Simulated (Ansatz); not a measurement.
# TiPbSe3 (built on the sites of a database entry of HfPbO3): a soft mode frozen in

Wanted: the energy along a soft mode of TiPbSe3 (built on the sites of a database entry of HfPbO3) and the structure at the end.

Main program and level: Ansatz 0.2.0; DFT PBEsol, scalar-relativistic, plane waves, PAW.

Most raw output is cut from this account.

The structure was built from a prototype and need not be the compound's stable phase.

### Step 1. Starting point

Symmetry: Pm-3m, No. 221, cubic system. Conventional cell: a = 4.932 Å, b = 4.932 Å, c = 4.932 Å, α = 90.00°, β = 90.00°, γ = 90.00°. Nearest to Ti lie 6 Se at 2.47 Å. Nearest to Pb lie 12 Se at 3.49 Å. Nearest to Se lie 2 Ti at 2.47 Å and 4 Pb at 3.49 Å. Farther neighbours and most contacts between anions are not listed.

### Step 2. Response at finite wavevector

The cell comes from relaxations at this level that are not shown. Stability and thermal properties need the whole zone. Linear response on a 2×2×2 q mesh gives force constants as far as a supercell of that size would.

input.yaml reads:

```yaml
crystal:
  lattice:
    - [4.9321777088, 0.0, 0.0]
    - [0.0, 4.9321777088, 0.0]
    - [0.0, 0.0, 4.9321777088]
  atoms:
    - { symbol: Ti, position: [0.5, 0.5, 0.5] }
    - { symbol: Pb, position: [0.0, 0.0, 0.0] }
    - { symbol: Se, position: [0.0, 0.5, 0.5] }
    - { symbol: Se, position: [0.5, 0.0, 0.5] }
    - { symbol: Se, position: [0.5, 0.5, 0.0] }
kpoints:
  mp_grid: { grid: [8, 8, 8] }
hamiltonian:
  xc: pbesol
scf:
  occupations: { method: methfessel_paxton, width: 0.2 }
output:
  eigenvalues: true
phonons:
  method: dfpt
  qmesh: [2, 2, 2]
  temperatures: { t_max: 1000, t_step: 50 }
  qpath:
    path:
      - [[0.0, 0.0, 0.0], [0.0, 0.5, 0.0], [0.5, 0.5, 0.0], [0.0, 0.0, 0.0], [0.5, 0.5, 0.5], [0.0, 0.5, 0.0]]
      - [[0.5, 0.5, 0.5], [0.5, 0.5, 0.0]]
    npoints: 10
```

Started as:

```console
ansatz run input.yaml --threads 8 --pin off --max-ram 14336MiB --backend cpu --events-out ev --progress --plain --runs-dir out
```

The job ended after 3.3 min (8 threads of Arm Neoverse V2, shared host; peak memory 2.1 GiB).

Numbers from this step:

```yaml
volume_per_atom: 24.00 Å³
gap_on_the_k_mesh: 0 eV
sum_rule_residual_before_enforcement: 4.96e-5 eV/Å²
lowest_frequency_on_the_path: -122.1 cm⁻¹
point_group: m-3m
highest_frequency_on_the_path_or_at_a_solved_wavevector: 277.6 cm⁻¹
highest_optical_mode_at_the_zone_centre_no_lo_to_term: 251.7 cm⁻¹
lowest_optical_zone_centre_mode: -81.87 cm⁻¹
lowest_mode_on_the_q_mesh_acoustic_modes_at_gamma_apart: -122.1 cm⁻¹
```

Frequencies (cm⁻¹) solved at each irreducible wavevector; negative means imaginary. Frequencies by wavevector, by row:

| q in reciprocal lattice units | star | mode 1 | mode 2 | mode 3 | mode 4 | mode 13 | mode 14 | mode 15 |
| --- | --- | --- | --- | --- | --- | --- | --- | --- |
| 0 0 0 | 1 | -81.9 | -81.9 | -81.9 | -63.8 | 251.7 | 251.7 | 251.7 |
| 0 0 -0.5 | 3 | -58.8 | -58.8 | -57.8 | -57.8 | 238.5 | 249.3 | 249.3 |
| 0 -0.5 -0.5 | 3 | -122.1 | -69.2 | -69.2 | -59.8 | 217.8 | 248.1 | 255 |
| -0.5 -0.5 -0.5 | 1 | -118.1 | -118.1 | -118.1 | -55.8 | 219.3 | 219.3 | 270.3 |

Interpolated from a 2×2×2 q mesh. The phonon branches at the labelled points (cm⁻¹):

| point | branch 1 | branch 2 | branch 3 | branch 4 | branch 12 | branch 13 | branch 14 | branch 15 |
| --- | --- | --- | --- | --- | --- | --- | --- | --- |
| Γ | -82 | -82 | -82 | -64 | 0 | 252 | 252 | 252 |
| halfway | -73 | -73 | -55 | -53 | 142 | 251 | 251 | 252 |
| X | -59 | -59 | -58 | -58 | 224 | 238 | 249 | 249 |
| halfway | -99 | -64 | -62 | -56 | 205 | 221 | 249 | 262 |
| M | -122 | -69 | -69 | -60 | 218 | 218 | 248 | 255 |
| halfway | -88 | -67 | -62 | -55 | 147 | 232 | 250 | 263 |
| Γ | -82 | -82 | -82 | -64 | 0 | 252 | 252 | 252 |
| halfway | -89 | -82 | -82 | -54 | 152 | 228 | 228 | 275 |
| R | -118 | -118 | -118 | -56 | 219 | 219 | 219 | 270 |
| halfway | -101 | -91 | -82 | -59 | 191 | 220 | 224 | 276 |
| X | -59 | -59 | -58 | -58 | 224 | 238 | 249 | 249 |
| jump to R | -118 | -118 | -118 | -56 | 219 | 219 | 219 | 270 |
| halfway | -120 | -94 | -94 | -56 | 205 | 218 | 218 | 274 |
| M | -122 | -69 | -69 | -60 | 218 | 218 | 248 | 255 |

Symmetry leaves 4 wavevectors to solve. The lowest mode among them, the acoustic zeros apart, lies at q = (0, -0.5, -0.5) and is imaginary, 122.1i cm⁻¹, so the energy falls along it.

### Step 3. The mode frozen in, largest atomic shift 0 Å

The mode followed lies at q = (0, -0.5, -0.5) with frequency 122.1i cm⁻¹, the softest among the wavevectors solved. At small amplitude the distorted cell has space group no. 127 by a symmetry search on the positions. The undistorted cell that holds it gives the zero of energy on the same k mesh.

System of this step: TiPbSe3 (built on the sites of a database entry of HfPbO3). It takes space group Pm-3m (No. 221, cubic). The conventional cell has a = 4.932 Å, b = 4.932 Å, c = 4.932 Å, α = 90.00°, β = 90.00°, γ = 90.00°. Nearest to Ti lie 6 Se at 2.47 Å. Nearest to Pb lie 12 Se at 3.49 Å. Se has 2 Ti at 2.47 Å and 4 Pb at 3.49 Å nearest. Se has 2 Ti at 2.47 Å and 4 Pb at 3.49 Å nearest. Farther neighbours and most contacts between anions are not listed.

input.yaml reads:

```yaml
crystal:
  lattice:
    - [-4.9321777088, 0.0, 0.0]
    - [0.0, -4.9321777088, -4.9321777088]
    - [0.0, -4.9321777088, 4.9321777088]
  atoms:
    - { symbol: Ti, position: [0.5, 0.0, 0.5] }
    - { symbol: Ti, position: [0.5, 0.5, 0.0] }
    - { symbol: Pb, position: [0.0, 0.5, 0.5] }
    - { symbol: Pb, position: [0.0, 1.0, 0.0] }
    - { symbol: Se, position: [1.0, 0.0, 0.5] }
    - { symbol: Se, position: [1.0, 0.5, 0.0] }
    - { symbol: Se, position: [0.5, 0.25, 0.75] }
    - { symbol: Se, position: [0.5, 0.75, 0.25] }
    - { symbol: Se, position: [0.5, 0.25, 0.25] }
    - { symbol: Se, position: [0.5, 0.75, 0.75] }
kpoints:
  mp_grid: { grid: [8, 6, 6] }
hamiltonian:
  xc: pbesol
scf:
  occupations: { method: methfessel_paxton, width: 0.2 }
output:
  forces: true
  stress: true
  eigenvalues: true
```

Wall time 6.1 s (8 threads); peak memory 1.6 GiB.

Numbers from this step:

```
pressure                         : -0.03519 GPa
energy from the undistorted cell : 0 meV/atom
```

The run ends at a pressure of -0.04 GPa.

### Step 4. The mode frozen in, largest atomic shift 0.6 Å

The atoms are moved along the unstable eigenvector, the largest shift by 0.6 Å, with the cell fixed.

input.yaml, the sections that differ from step 3:

```yaml
crystal:
  lattice:
    - [-4.9321777088, 0.0, 0.0]
    - [0.0, -4.9321777088, -4.9321777088]
    - [0.0, -4.9321777088, 4.9321777088]
  atoms:
    - { symbol: Ti, position: [0.5, 0.0, 0.5] }
    - { symbol: Ti, position: [0.5, 0.5, 0.0] }
    - { symbol: Pb, position: [0.0, 0.5, 0.5] }
    - { symbol: Pb, position: [0.0, 1.0, 0.0] }
    - { symbol: Se, position: [1.0, 0.0, 0.5] }
    - { symbol: Se, position: [1.0, 0.5, 0.0] }
    - { symbol: Se, position: [0.5, 0.310825059, 0.689174941] }
    - { symbol: Se, position: [0.5, 0.689174941, 0.310825059] }
    - { symbol: Se, position: [0.5, 0.189174941, 0.189174941] }
    - { symbol: Se, position: [0.5, 0.810825059, 0.810825059] }
# kpoints, hamiltonian, scf, output: as in step 3
```

It took 7.3 s on 8 threads; peak memory 1.6 GiB; 56 s of CPU time.

Numbers from this step:

```yaml
pressure: -1.062 GPa
energy_from_the_undistorted_cell: -117.8 meV/atom
```

The energy, extrapolated to zero smearing, is -117.78 meV/atom against the undistorted cell.

The run ends at a pressure of -1.06 GPa, with forces up to 0.22 eV/Å.

### Step 5. Energy along the mode, all amplitudes (two of the runs are shown above)

An imaginary frequency means negative curvature, so the energy should fall and then rise again as anharmonic terms take over.

This step gave:

* depth at the lowest point sampled: 117.8 meV/atom
* largest atomic shift at that point: 0.6 Å

Table of energy from the parent by largest atomic shift:

| largest atomic shift (Å) | energy from the parent (meV/atom) |
| --- | --- |
| 0.000 | 0 |
| 0.040 | -1.36 |
| 0.080 | -5.38 |
| 0.140 | -15.5 |
| 0.220 | -34.1 |
| 0.320 | -60.8 |
| 0.450 | -93.5 |
| 0.600 | -118 |

Displacement at unit largest shift by atom:

| atom | x (Å) | y (Å) | z (Å) | size |
| --- | --- | --- | --- | --- |
| Ti1 | 0.00 | 0.00 | 0.00 | 0.00 |
| Ti2 | 0.00 | 0.00 | 0.00 | 0.00 |
| Pb3 | 0.00 | 0.00 | 0.00 | 0.00 |
| Pb4 | 0.00 | 0.00 | 0.00 | 0.00 |
| Se5 | 0.00 | 0.00 | 0.00 | 0.00 |
| Se6 | 0.00 | 0.00 | 0.00 | 0.00 |
| Se7 | 0.00 | 0.00 | -1.00 | 1.00 |
| Se8 | 0.00 | 0.00 | 1.00 | 1.00 |
| Se9 | 0.00 | 1.00 | 0.00 | 1.00 |
| Se10 | 0.00 | -1.00 | 0.00 | 1.00 |

The lowest of the steps tried is the last one, at 0.6 Å, 118 meV/atom below the parent; the bottom of the well need not coincide with a step.

### Step 6. Relaxation from the frozen mode

Starting from the lowest point found, all atoms and the cell are let go, so that strain and other modes of the same symmetry can join in.

input.yaml: that of step 4 with these lines changed.

```diff
@@ -26 +26,6 @@
   eigenvalues: true
+relax:
+  adjacent_minimum: "off"
+  f_tol: 0.002
+  max_steps: 120
+  cell: { stress_tol: 0.03 }
```

Wall time 68 s (8 threads); peak memory 1.7 GiB.

The steps of the relaxation:

| step | energy less that of the first step (eV) | largest force component (eV/Å) | pressure (GPa) | volume (Å³) |
| --- | --- | --- | --- | --- |
| 1 | 0.0000 | 0.2232 | -1.06 | 239.96 |
| 2 | -0.1754 | 0.0571 | 0.57 | 232.59 |
| 3 | -0.3211 | 0.0355 | -0.56 | 233.71 |
| 4 | -0.2681 | 0.2006 | 2.05 | 226.26 |
| 5 | -0.3305 | 0.0250 | -0.12 | 232.07 |
| 6 | -0.3307 | 0.0154 | 0.06 | 231.65 |
| 7 | -0.3308 | 0.0003 | 0.00 | 231.78 |
| 8* | -0.3302 | 0.0003 | 0.00 | 231.78 |

Relaxation steps marked * repeat the geometry before them on a plane-wave basis chosen anew for their cell, so energy and pressure can jump there. Relaxation step 4 was tried and not accepted.

The run keeps the 16 symmetry operations that it works with, so distortions that break them were not tested.

| cell as run | before | after | change |
| --- | --- | --- | --- |
| a (Å) | 4.932 | 5.271 | +6.9 % |
| b (Å) | 6.975 | 6.631 | -4.9 % |
| c (Å) | 6.975 | 6.631 | -4.9 % |
| volume (Å³/atom) | 24.00 | 23.18 | -3.4 % |

The atoms that moved most (Å, as changes of fractional coordinates times the final cell):

| atom | dx | dy | dz | length |
| --- | --- | --- | --- | --- |
| Se7 | 0.000 | 0.000 | -0.209 | 0.209 |
| Se8 | 0.000 | 0.000 | 0.209 | 0.209 |
| Se9 | 0.000 | 0.209 | 0.000 | 0.209 |
| Se10 | 0.000 | -0.209 | 0.000 | 0.209 |

Final coordinates:

```cif
data_structure
_symmetry_space_group_name_H-M 'P 1'
_symmetry_Int_Tables_number 1
_cell_length_a 5.2715
_cell_length_b 6.6309
_cell_length_c 6.6309
_cell_angle_alpha 90.000
_cell_angle_beta 90.000
_cell_angle_gamma 90.000
_cell_volume 231.78
loop_
_atom_site_label
_atom_site_type_symbol
_atom_site_fract_x
_atom_site_fract_y
_atom_site_fract_z
_atom_site_occupancy
Ti1 Ti 0.50000 0.00000 0.50000 1
Ti2 Ti 0.50000 0.50000 0.00000 1
Pb3 Pb 0.00000 0.50000 0.50000 1
Pb4 Pb 0.00000 0.00000 0.00000 1
Se5 Se 0.00000 0.00000 0.50000 1
Se6 Se 0.00000 0.50000 0.00000 1
Se7 Se 0.50000 0.33310 0.66690 1
Se8 Se 0.50000 0.66690 0.33310 1
Se9 Se 0.50000 0.16690 0.16690 1
Se10 Se 0.50000 0.83310 0.83310 1
```

Numbers from this step:

| Property | Result |
| --- | --- |
| pressure | 0.003154 GPa |
| volume per atom | 23.18 Å³ |

The distorted start has space group P4/mbm; the relaxation ends in P4/mbm.

### Step 7. Outcome

```json
{"unstable mode of the parent": "q = (0, -0.5, -0.5), 122i cm⁻¹", "depth at the lowest point sampled": "118 meV/atom", "largest atomic shift at that point": "0.6 Å", "space group reached (within 0.01 Å)": "P4/mbm", "energy gained over the parent (first relaxation, on the mesh of the frozen mode)": "151 meV/atom", "volume per atom, phase reached": "23.2 Å³"}
```

What this shows: Along this mode the structure falls into P4/mbm, 151 meV/atom below the parent. At the parent's cell the well is 117.8 meV/atom deep on the steps tried, with its lowest point at a shift of 0.6 Å. That is the last step tried, so the steps alone don't bracket the bottom of the well. Relaxing atoms and cell changes the gain by +32.93 meV/atom against the lowest step (energies at zero smearing). The modes of the phase reached were not computed on this path. Of the 4 patterns followed to their end from this parent, this one ends 20.2 meV/atom above the lowest, Imma. Each path keeps the symmetry of its pattern, so a lower phase may lie along a pattern not tried. With no gap, or one that is small against the smearing, the frequencies hang on the k mesh and the smearing, most of all near Kohn anomalies. Spin-orbit coupling is left out, which can matter for the heavy elements here. The starting cell was built on a prototype and not taken from a measurement, so the phase need not exist.

[Logs are printed without paths, hosts, clocks, repeated set-up lines and the standing remarks that a program may print on its own settings, such as how far it seeks lower states.]

[Hosts, paths, dates, database ids (printed as entryN), source tags and the programs' standing remarks are cut or masked in the printed files.]
